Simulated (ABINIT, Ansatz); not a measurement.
# TlBi2 (P6/mmm): phonons by linear response, part 4 of 5

Aim: the phonon dispersion of TlBi2 (P6/mmm), checked by a second program.

ABINIT 10.8.3; DFT PBEsol, scalar-relativistic, plane waves, PseudoDojo norm-conserving pseudopotentials.

So far. Step 5 (Linear response at Γ): The acoustic modes at Γ come out as far as 2.8 cm⁻¹ from zero, where they should vanish, a small numerical error. Step 7 (Dispersion): All branches are real along the path. The relaxed cell has a = 5.636, c = 3.338 Å (conventional setting).

**8. Density of states**

Sums over the zone need many more wavevectors than were solved, so the interpolation is sampled on a dense mesh.

anaddb.abi

```
ddb_filepath "all_DDB"
output_file "anaddb.abo"
outdata_prefix "anaddb"
ifcflag 1
ngqpt 2 2 4
nqshft 1
q1shft 0.0 0.0 0.0
asr 1
chneut 0
dipdip 0
dipquad 0
quadquad 0
prtdos 2
ng2qpt 9 9 13
dosdeltae 4.5563e-06
ntemper 11
temperinc 100.0
tempermin 0.0
```

Launch:

```sh
$ OMP_NUM_THREADS=1 anaddb anaddb.abi > anaddb.log
```

Numbers of over 12 decimals in the logs are rounded to 6 here.

anaddb.abo, the main output file:

```text
-outvars_anaddb: echo values of input variables ----------------------

 Flags :
     ifcflag         1
 Miscellaneous information :
         asr         1
      chneut         0
 Interatomic Force Constants Inputs :
      dipdip         0
     dipquad         0
    quadquad         0
      ifcana         0
      ifcout         0
 Description of grid 1 :
        brav         1
       ngqpt         2         2         4
      nqshft         1
      q1shft
                     0.00000000E+00  0.00000000E+00  0.00000000E+00
 Phonon DOS information :
   dosdeltae  4.55630000E-06
    dossmear  4.55633525E-06
 Description of grid 2 (Fourier interp. or BZ sampling):
      ng2qpt         9         9        13
      ngrids         4
      q2shft         0.00000000E+00  0.00000000E+00  0.00000000E+00

================================================================================

 read the DDB information and perform some checks

  ==== Info on the Cryst% object ====
 Real(R)+Recip(G) space primitive vectors, cartesian coordinates (Bohr,Bohr^-1):
 R(1)= 10.6499542  0.0000000  0.0000000  G(1)=  0.0938971  0.0542115  0.0000000
 R(2)= -5.3249771  9.2231309  0.0000000  G(2)=  0.0000000  0.1084231  0.0000000
 R(3)=  0.0000000  0.0000000  6.3075798  G(3)=  0.0000000  0.0000000  0.1585394
 Unit cell volume ucvol=  6.1956784E+02 bohr^3
 Angles (23,13,12)=  9.00000000E+01  9.00000000E+01  1.20000000E+02 degrees
 Time-reversal symmetry is present
 Reduced atomic positions [iatom, xred, symbol]:
    1)    0.0000000  0.0000000  0.0000000  Tl
    2)    0.6666667  0.3333333  0.5000000  Bi
    3)    0.3333333  0.6666667  0.5000000  Bi

 DDB file with 6 blocks has been read.

================================================================================

 Calculation of the interatomic forces

       Homogeneous q point set in the B.Z.
 Grid q points  :       16
  1)   0.00000000E+00  0.00000000E+00  0.00000000E+00
  2)   5.00000000E-01  0.00000000E+00  0.00000000E+00
  3)   0.00000000E+00  5.00000000E-01  0.00000000E+00
  4)   5.00000000E-01  5.00000000E-01  0.00000000E+00
  5)   0.00000000E+00  0.00000000E+00  2.50000000E-01
  6)   5.00000000E-01  0.00000000E+00  2.50000000E-01
  7)   0.00000000E+00  5.00000000E-01  2.50000000E-01
  8)   5.00000000E-01  5.00000000E-01  2.50000000E-01
  9)   0.00000000E+00  0.00000000E+00  5.00000000E-01
 10)   5.00000000E-01  0.00000000E+00  5.00000000E-01
 11)   0.00000000E+00  5.00000000E-01  5.00000000E-01
 12)   5.00000000E-01  5.00000000E-01  5.00000000E-01
 13)   0.00000000E+00  0.00000000E+00 -2.50000000E-01
 14)   5.00000000E-01  0.00000000E+00 -2.50000000E-01
 15)   0.00000000E+00  5.00000000E-01 -2.50000000E-01
 16)   5.00000000E-01  5.00000000E-01 -2.50000000E-01

 The interatomic forces have been obtained

================================================================================

 Calculation of phonon density of states

 Average speed of sound partial sums:     0.7285045704E-03 (at units)
-                                   =           1.5937 [km/s]

 Debye frequency from partial sums:     0.3330833931E-03 (Ha)
-                                 =     0.2191583446E+01 (THz)
-Debye temperature from partial sums:     0.1051794167E+03 (K)

 Average speed of sound:     0.5981242651E-03 (at units)
-                      =           1.3085 [km/s]

 Debye frequency from DOS:     0.2734715303E-03 (Ha)
-                        =     0.1799356231E+01 (THz)
-Debye temperature from DOS:     0.8635547927E+02 (K)

-
```

Run time: 0.53 s. Hardware: 1 thread of Arm Neoverse V2, shared host.

Numbers from this step:

| Quantity | Value |
| --- | --- |
| share of modes beyond 3i cm⁻¹ on the dense interpolated mesh | 0 |
| zero-point energy per atom | 9.63 meV |
| heat capacity at 300 K | 24.80 J/(mol atoms K) |
| vibrational entropy at 300 K | 61.38 J/(mol atoms K) |

The phonon density of states has structure finer than the step of the table below, so its rows give means over 5 cm⁻¹, whole bins alone (the curve runs from -30 to 114 cm⁻¹). Peaks (cm⁻¹: height): 33.0: 0.293, 57.0: 0.159, 63.0: 0.210, 72.0: 0.188, 75.0: 0.213.

Tetrahedra. Table of phonon density of states by wavenumber; means over each step:

```tsv
wavenumber (cm⁻¹)	phonon density of states (1/cm⁻¹/cell)
-5	0
0	3.5e-5
5	8.0e-4
10	0.00346
15	0.00890
20	0.0233
25	0.0744
30	0.157
35	0.257
40	0.162
45	0.124
50	0.136
55	0.141
60	0.129
65	0.113
70	0.147
75	0.169
80	0.130
85	0.0221
90	0
```

Harmonic thermodynamic functions per atom, summed over the density of states scaled to three modes an atom; melting is ignored. Thermodynamic functions:

```tsv
T (K)	F_vib (meV/atom)	S (J/mol-atom/K)	C_V (J/mol-atom/K)
0	9.63	0	0
50	5.61	19	20.55
100	-8.63	34.54	23.71
200	-54.09	51.36	24.62
300	-112.9	61.38	24.8
400	-180.4	68.53	24.86
500	-254.4	74.08	24.89
600	-333.6	78.62	24.91
700	-417.1	82.46	24.92
800	-504.3	85.79	24.92
900	-594.8	88.72	24.93
1000	-688.1	91.35	24.93
```

At 300 K the heat capacity has reached 99 % of the Dulong-Petit value.

**9. A second program**

The same cell goes through another code at the same cutoff. The files are of one family, but Ansatz's library holds files of its own making for some heavy elements, so those for Bi and Tl may differ.

This step: DFT PBEsol, scalar-relativistic, plane waves, norm-conserving pseudopotentials of its library (PseudoDojo's, some remade) (Ansatz 0.2.0).

input.yaml

```yaml
crystal:
  lattice:
    - [5.635713048, 0.0, 0.0]
    - [-2.8178565237, 4.8806706681, 0.0]
    - [0.0, 0.0, 3.337827506]
  atoms:
    - { symbol: Tl, position: [0.0, 0.0, 0.0] }
    - { symbol: Bi, position: [0.6666666667, 0.3333333333, 0.5] }
    - { symbol: Bi, position: [0.3333333333, 0.6666666667, 0.5] }
kpoints:
  mp_grid: { grid: [6, 6, 8] }
hamiltonian:
  xc: pbesol
  pseudopotentials: { kind: nc, accuracy: standard }
scf:
  occupations: { method: gaussian, width: 0.27211 }
output:
  eigenvalues: true
basis:
  ecutwfc: 789.13
phonons:
  method: dfpt
  qmesh: [2, 2, 4]
  temperatures: { t_max: 1000, t_step: 50 }
  qpath:
    path:
      - [[0.0, 0.0, 0.0], [0.5, 0.0, 0.0], [0.33333333, 0.33333333, 0.0], [0.0, 0.0, 0.0], [0.0, 0.0, 0.5], [0.5, 0.0, 0.5], [0.33333333, 0.33333333, 0.5], [0.0, 0.0, 0.5]]
      - [[0.5, 0.0, 0.5], [0.5, 0.0, 0.0]]
      - [[0.33333333, 0.33333333, 0.5], [0.33333333, 0.33333333, 0.0]]
    npoints: 10
  electrical_resistivity: { temperatures: [77, 300], mesh: [12, 12, 16] }
```

Launch:

```sh
$ ansatz run input.yaml --threads 16 --pin off --max-ram 32768MiB --backend cpu --events-out ev --progress --plain --runs-dir out
```

Log:

```text
Warning: basis.ecutwfc = 789.13 eV is below the records' recommended 897.975746 eV, and the density's cutoff is lower with it unless basis.ecutrho_ratio is high enough to keep the records' density cutoff: compare with a run at a higher cutoff
Engine: ansatz 0.2.0, aarch64-unknown-linux-gnu
Pseudopotentials: kind: nc
Pseudopotential: Tl, nc, valence charge 13, recommended cutoff 843.552974 eV (normal), Tl.nc.azcp (PseudoDojo's, or run here from an input of PseudoDojo's; its table is named by hamiltonian.pseudopotentials.accuracy)
Pseudopotential: Bi, nc, valence charge 15, recommended cutoff 897.975746 eV (normal), Bi.nc.azcp (PseudoDojo's, or run here from an input of PseudoDojo's; its table is named by hamiltonian.pseudopotentials.accuracy)
Functional definition: PBEsol
  exchange = pbesol_x
  correlation = pbesol_c
Crystal: 3 atoms, lattice volume = 91.810 Å³
Basis set: ecut = 789.13 eV, 4545 PW (Γ), exchange–correlation on 108×108×64 points (8 copies of the dense FFT grid, shifted against one another)
Bands: 26, of which v1, the nominal top of the filled ones, is band 22 counted from 1 (21 counted from 0)
Symmetry: 24 space group operations
k-points: 35 of 288
Non-local potential: Tl, projectors of the file, l = 0: 2, l = 1: 2, l = 2: 2
Non-local potential: Bi, projectors of the file, l = 0: 2, l = 1: 2, l = 2: 2, l = 3: 2
Initial density: superposition of atomic densities (chi_scale 0.1, normalization cell, long waves kept (reshape's long-wave potential 0.00 eV rms))
Initial wavefunctions: pseudopotential atomic-orbital guess
Functional: x = pbesol(κ = 0.804, μ = 0.123457), c = pbesol(β = 0.046)
SCF iter   1: F=—  HF=-6097.197803 eV  |F-HF|=—  |Δ(HF+E_count)|=         —  Δρ=1.89e-2  dr2=1.10e0  ethr=3.10e-3  ⟨swp⟩=7.5  Hψ=7902  notcnv=0
automatic band count: the SCF goes on with 30 bands, as 26 were too few: they end inside the smearing window of the response
preconditioner: auto → Kerker (q_TF=auto, 2.404 Å⁻¹)  [metal: Δε(μ)=0.009 eV  Ē_g=19.435 eV  σ=0.272 eV  W_gap=0.02  n_scr=26 (ndim 8)  ℏωp=25.4 eV  f_vac=0.000  D(μ)=1.51/eV (n_scr^D=6)]
SCF iter   2: F=—  HF=-6096.978952 eV  |F-HF|=—  |Δ(HF+E_count)|=   2.19e-1  Δρ=1.15e-2  dr2=4.52e-1  ethr=2.56e-3  ⟨swp⟩=1.0  Hψ=1330  notcnv=0
SCF iter   3: F=—  HF=-6096.834627 eV  |F-HF|=—  |Δ(HF+E_count)|=   1.44e-1  Δρ=2.57e-3  dr2=6.13e-3  ethr=1.05e-3  ⟨swp⟩=3.0  Hψ=1820  notcnv=0
SCF iter   4: F=—  HF=-6096.832789 eV  |F-HF|=—  |Δ(HF+E_count)|=   1.84e-3  Δρ=1.48e-3  dr2=8.42e-4  ethr=1.42e-5  ⟨swp⟩=2.1  Hψ=1940  notcnv=0  defer=88
SCF iter   5: F=—  HF=-6096.832462 eV  |F-HF|=—  |Δ(HF+E_count)|=   3.27e-4  Δρ=2.23e-4  dr2=5.06e-5  ethr=1.96e-6  ⟨swp⟩=2.1  Hψ=1602  notcnv=0  defer=88
SCF iter   6: F=—  HF=-6096.832454 eV  |F-HF|=—  |Δ(HF+E_count)|=   8.41e-6  Δρ=4.29e-5  dr2=1.75e-6  ethr=1.18e-7  ⟨swp⟩=2.0  Hψ=1150  notcnv=0  defer=88
SCF iter   7: F=—  HF=-6096.832472 eV  |F-HF|=—  |Δ(HF+E_count)|=   1.81e-5  Δρ=1.24e-5  dr2=1.27e-7  ethr=4.06e-9  ⟨swp⟩=2.2  Hψ=1353  notcnv=0  defer=88
SCF iter   8: F=—  HF=-6096.832472 eV  |F-HF|=—  |Δ(HF+E_count)|=   3.39e-8  Δρ=2.19e-6  dr2=4.00e-9  ethr=2.96e-10  ⟨swp⟩=2.0  Hψ=1345  notcnv=0  defer=88
SCF iter   9: F=—  HF=-6096.832472 eV  |F-HF|=—  |Δ(HF+E_count)|=  6.59e-10  Δρ=5.83e-7  dr2=2.61e-10  ethr=9.31e-12  ⟨swp⟩=2.2  Hψ=1680  notcnv=0  defer=88
SCF iter  10: F=—  HF=-6096.832472 eV  |F-HF|=—  |Δ(HF+E_count)|=  6.37e-11  Δρ=1.44e-7  dr2=1.72e-11  ethr=1.00e-12  ⟨swp⟩=2.7  Hψ=1748  notcnv=0  defer=88
[...]
SCF 1 converged in 11 iterations: F = -6096.832472 eV  dr2 = 7.73e-13
phonons: the bands overlap, so this run is a metal and interpolates without the dipole-dipole term. If the crystal is really an insulator or semiconductor, its LO-TO splitting is missing
NSCF: frozen V_eff on 35 k-points
NSCF: frozen V_eff on 65 k-points
DFPT response loops at q = (0, 0, 0) (fractional): preconditioner auto → Kerker (q_TF=auto, 2.404 Å⁻¹) (partly filled bands, converged f_vac=0.000); β = 1.00, the filter's whole step (`scf.mixing.beta` (0.50) is not read by the response loops under this deck's `scf.mixing.preconditioner`; to damp them name `kerker` or `kerker_dos`, under which they read `scf.mixing.beta`, and type it under 1.00, their step now; both keys bind the ground state too); Broyden in place of MSR1
NSCF: frozen V_eff on 208 k-points
DFPT response loops at q = (0, 0, 0.25) (fractional): mixed as the last ones told, above
NSCF: frozen V_eff on 130 k-points
DFPT response loops at q = (0, 0, -0.5) (fractional): mixed as the last ones told, above
NSCF: frozen V_eff on 130 k-points
DFPT response loops at q = (0, -0.5, 0) (fractional): mixed as the last ones told, above
NSCF: frozen V_eff on 208 k-points
DFPT response loops at q = (0, -0.5, 0.25) (fractional): mixed as the last ones told, above
NSCF: frozen V_eff on 130 k-points
DFPT response loops at q = (0, -0.5, -0.5) (fractional): mixed as the last ones told, above
Bands: 30, of which v1, the nominal top of the filled ones, is band 22 counted from 1 (21 counted from 0)
[...]
SCF iter   2: F=—  HF=-6096.978952 eV  |F-HF|=—  |Δ(HF+E_count)|=   2.19e-1  Δρ=1.15e-2  dr2=4.52e-1  ethr=2.56e-3  ⟨swp⟩=1.0  Hψ=1330  notcnv=0
SCF iter   3: F=—  HF=-6096.834627 eV  |F-HF|=—  |Δ(HF+E_count)|=   1.44e-1  Δρ=2.57e-3  dr2=6.13e-3  ethr=1.05e-3  ⟨swp⟩=3.0  Hψ=1820  notcnv=0
SCF iter   4: F=—  HF=-6096.832789 eV  |F-HF|=—  |Δ(HF+E_count)|=   1.84e-3  Δρ=1.48e-3  dr2=8.42e-4  ethr=1.42e-5  ⟨swp⟩=2.1  Hψ=1940  notcnv=0  defer=88
SCF iter   5: F=—  HF=-6096.832462 eV  |F-HF|=—  |Δ(HF+E_count)|=   3.27e-4  Δρ=2.23e-4  dr2=5.06e-5  ethr=1.96e-6  ⟨swp⟩=2.1  Hψ=1602  notcnv=0  defer=88
SCF iter   6: F=—  HF=-6096.832454 eV  |F-HF|=—  |Δ(HF+E_count)|=   8.41e-6  Δρ=4.29e-5  dr2=1.75e-6  ethr=1.18e-7  ⟨swp⟩=2.0  Hψ=1150  notcnv=0  defer=88
SCF iter   7: F=—  HF=-6096.832472 eV  |F-HF|=—  |Δ(HF+E_count)|=   1.81e-5  Δρ=1.24e-5  dr2=1.27e-7  ethr=4.06e-9  ⟨swp⟩=2.2  Hψ=1353  notcnv=0  defer=88
SCF iter   8: F=—  HF=-6096.832472 eV  |F-HF|=—  |Δ(HF+E_count)|=   3.39e-8  Δρ=2.19e-6  dr2=4.00e-9  ethr=2.96e-10  ⟨swp⟩=2.0  Hψ=1345  notcnv=0  defer=88
SCF iter   9: F=—  HF=-6096.832472 eV  |F-HF|=—  |Δ(HF+E_count)|=  6.59e-10  Δρ=5.83e-7  dr2=2.61e-10  ethr=9.31e-12  ⟨swp⟩=2.2  Hψ=1680  notcnv=0  defer=88
SCF iter  10: F=—  HF=-6096.832472 eV  |F-HF|=—  |Δ(HF+E_count)|=  6.37e-11  Δρ=1.44e-7  dr2=1.72e-11  ethr=1.00e-12  ⟨swp⟩=2.7  Hψ=1748  notcnv=0  defer=88
SCF iter  11: F=-6096.832472 eV  HF=-6096.832472 eV  |F-HF|=1.82e-12  |Δ(HF+E_count)|=  1.82e-12  Δρ=3.03e-8  dr2=7.79e-13  ethr=1.00e-12  ⟨swp⟩=2.9  Hψ=2083  notcnv=0
SCF 2 converged in 11 iterations: F = -6096.832472 eV  dr2 = 7.79e-13
NSCF: frozen V_eff on 35 k-points
NSCF: frozen V_eff on 35 k-points
[...]
SCF converged after 11 iterations
Free energy (F): -6096.832472 eV
Harris-Foulkes:  -6096.832472 eV  (|F-HF|=9.09e-13)
Internal energy: -6096.776906 eV  (E = F + TS)
E sigma→0 (E₀):  -6096.804689 eV
Entropy (-TS):   -0.055565 eV (-18.522 meV/atom)
Fermi energy:    11.398584 eV
--- Per-component energies (eV) ---
  E_band       = -157.751974
  E_kinetic    = 2978.674701
  E_local      = -3316.609309  (includes V_loc(G=0)·N_el)
  E_nonlocal   = -1119.225223
  E_hartree    = 1130.276195
  E_xc         = -1672.752206
  E_vxc        = -961.144520  (∫ρ·V_xc dr)
  E_ewald      = -4097.141064
  E_smearing   = -0.055565  (= −TS)
  E_closure    = -0.000000  (closes the sum)
  Σ components = -6096.832472   (vs F -6096.832472, Δ=0.00e0)
--- Band table (eV; the first three rows and the last of 35) ---
  k-point 0: bands = [... 18 lower, 7.9965, 7.9965, 9.2712, 9.2712, 13.6440, 16.9823, 17.9935, 18.0649, ... 4 higher]
  k-point 1: bands = [... 18 lower, 8.1679, 8.1679, 9.5317, 9.5317, 11.9157, 15.1983, 17.8885, 17.8885, ... 4 higher]
  k-point 2: bands = [... 18 lower, 8.6366, 8.6366, 9.6449, 10.2865, 10.2865, 12.4698, 15.1841, 16.7409, ... 4 higher]
  k-point 34: bands = [... 18 lower, 7.4586, 7.4621, 7.4621, 11.8885, 11.8885, 12.5755, 14.5160, 14.5160, ... 4 higher]
--- Phonons (Γ-DFPT): 4 representative perturbations + reference (Σ response iterations 16) ---
  ASR residual: 3.093e-5 → 0.000e0 eV/Å²; symmetrization residual: 4.141e-7 eV/Å²
  ASR residual per site (eV/Å²): 6.12e-6 3.09e-5 3.09e-5
  Γ frequencies (cm⁻¹): 0.00 0.00 0.00 24.22 33.20 56.01 56.01 83.60 83.60
--- Phonons (arbitrary-q DFPT): 6 irreducible q on the 2×2×4 mesh ---
  q = [0.0000, 0.0000, 0.0000] (star 1, of the zone-centre solve; hermiticity 2.69e-7, symmetrization 2.07e-9): 0.00 0.00 0.00 24.22 33.20 56.01 56.01 83.60 83.60
  q = [0.0000, 0.0000, 0.2500] (star 2, 4 solved perturbations in 320 linear systems a pass and spin channel, the states on 104 of 288 k-point pairs; hermiticity 1.83e-7, symmetrization 9.14e-8): 23.35 23.35 53.86 53.86 54.13 61.31 64.61 83.82 83.82
  q = [0.0000, 0.0000, -0.5000] (star 1, 4 solved perturbations in 200 linear systems a pass and spin channel, the states on 65 of 288 k-point pairs; hermiticity 1.49e-7, symmetrization 7.47e-8): 37.89 37.89 41.02 41.02 49.22 55.48 71.57 71.57 72.92
  q = [0.0000, -0.5000, 0.0000] (star 3, 6 solved perturbations on 65 of 288 k-point pairs; hermiticity 3.84e-7, symmetrization 3.68e-9): 22.54 23.70 26.78 29.56 33.62 39.35 63.16 66.04 73.63
  q = [0.0000, -0.5000, 0.2500] (star 6, 6 solved perturbations on 104 of 288 k-point pairs; hermiticity 3.40e-7, symmetrization 2.36e-9): 30.03 30.57 38.91 49.56 53.16 64.75 72.83 73.21 73.90
  q = [0.0000, -0.5000, -0.5000] (star 3, 6 solved perturbations on 65 of 288 k-point pairs; hermiticity 3.45e-7, symmetrization 1.50e-9): 29.04 31.71 36.83 42.88 54.37 59.45 60.11 72.86 80.68
  sum rule: each row above includes the acoustic sum rule's correction from the zone centre's row sums; it moved no ω² by more than (0.20 cm⁻¹)²
  mesh force constants: q→R imaginary residual 7.39e-18; ASR residual 3.093e-5 → 0.000e0 eV/Å²; symmetrization residual 2.220e-15 eV/Å²
  interpolated dispersion: 93 rows × 9 modes
  density of states and harmonic sums: on the 14×14×20 q-mesh, interpolated from the force constants of a 2×2×4 supercell (no non-analytic term)
  largest difference from the sums on the solved wave vectors: F 4.11e-2 eV, S 5.72e-5 and C_V 1.61e-5 eV/K
  zero-point energy: 0.028661 eV/cell   skipped modes (ω ≤ 0): 3   left out of the sums: 8.50e-5 of the cell's modes: C_V's classical limit lies that fraction below 3 k_B per atom; for a crystal, a wire or a layer, F and S can be off by more, and a phonons.interpolated_qmesh denser along its periods is the remedy for the sampling
--- Electrical resistivity: potentials and phonons of a 2×2×4 supercell ---
  scattering by harmonic phonons alone, with no dipole-dipole term; scattering by other electrons, impurities, surfaces and spin disorder is left out, and so is spin–orbit coupling
  the resistivity is that of a variational response, whose dependence on the energy is improved iteratively
  at the Fermi level of each mesh (of a tensor a third of its trace):
           mesh   spin    states/(eV spin)  plasma energy (eV)         λ      λ_tr    ħω_log (meV)
       12×12×16                     0.7437              7.8777    1.1325    1.1661           5.313
          6×6×8                     0.6365              7.7932    1.0018    1.0192           5.346
          3×3×4                     0.6313              6.5348    1.1886    1.3304           5.470
  resistivity on the deck's mesh, µΩ·cm:
     T (K)       trace/3  mesh converged            xx            yy            zz    lowest order   relaxation time
     77.00      5.1466e0              no      5.3642e0      5.3642e0      4.7115e0        5.4628e0          5.1759e0
    300.00      2.1540e1              no      2.2422e1      2.2422e1      1.9777e1        2.2792e1          2.1603e1
  mean free path at 77 K (of a tensor a third of its trace): 22.6 nm by what each carries, 19.9 by the Fermi surface alone
  Hall coefficient in a weak field at 77 K (a third of the trace): 5.679e-11 m³/C (as a tensor it moves by 13.0 % between the two finest meshes); by each state's relaxation time: 4.712e-11 m³/C; by a constant relaxation time: -5.307e-11 m³/C
  mean free path at 300 K (of a tensor a third of its trace): 5.37 nm by what each carries, 4.76 by the Fermi surface alone
  Hall coefficient in a weak field at 300 K (a third of the trace): 5.441e-11 m³/C (as a tensor it moves by 6.8 % between the two finest meshes); by each state's relaxation time: 4.569e-11 m³/C; by a constant relaxation time: -5.371e-11 m³/C
  the resistivity times a path that all electrons share, by the Fermi surface of the deck's mesh alone (a third of the trace): 1.031e-15 Ω·m²
  not converged in the mesh (λ; λ_tr; the resistivity at 77 K by 11.04 %; the resistivity at 300 K by 4.09 %): between neighbouring meshes, the two finest first, λ moves by 11.54 % and 18.65 %, λ_tr by 12.53 % and 47.00 % and the resistivity by up to 11.04 % and 100.68 %; an estimate, no bound, puts it up to 6.5e-7 % above the Boltzmann equation's exact value after up to 3 iterations (at most 30 are made, fewer where the estimate is under 1.0e-6 % of each spin channel's own resistivity)
  vibrations of 16 cells: unjudged by the run; compare a larger repeat
  the changes of the potential over all sites missed a rigid shift's by 0.00 % (the site terms' by 0.00 %)
  at the force constants' own smearing the fine mesh and the k-points of their solves give squared frequencies that differ by 37.0 % of the larger at the most, at (0, 0, 0)
```

Elapsed: 5.4 min, on 16 threads; peak memory 5.2 GiB; 81 min of CPU time.

This step gave:

```yaml
sum_rule_residual_before_enforcement: 3.09e-5 eV/Å²
mean_frequency: 51.4 cm⁻¹
debye_temperature_second_moment: 101 K
logarithmic_mean_frequency: 48.1 cm⁻¹
highest_optical_zone_centre_mode_no_lo_to_term: 83.6 cm⁻¹
lowest_optical_zone_centre_mode: 24.22 cm⁻¹
lowest_mode_on_the_q_mesh_acoustic_ones_at_the_zone_centre_apart: 22.54 cm⁻¹
zero_point_energy_per_atom: 9.55 meV
vibrational_entropy_at_300_k: 61.59 J/(mol atoms K)
```

(Continued in part 5 of 5.)

[Host names and launcher messages were left out of these logs when they were recorded.]

[Logs are printed without paths, hosts, clocks, repeated set-up lines and the standing remarks that a program may print on its own settings, such as how far it seeks lower states.]

[Hosts, paths, dates, database ids (printed as entryN), source tags and the programs' standing remarks are cut or masked in the printed files.]
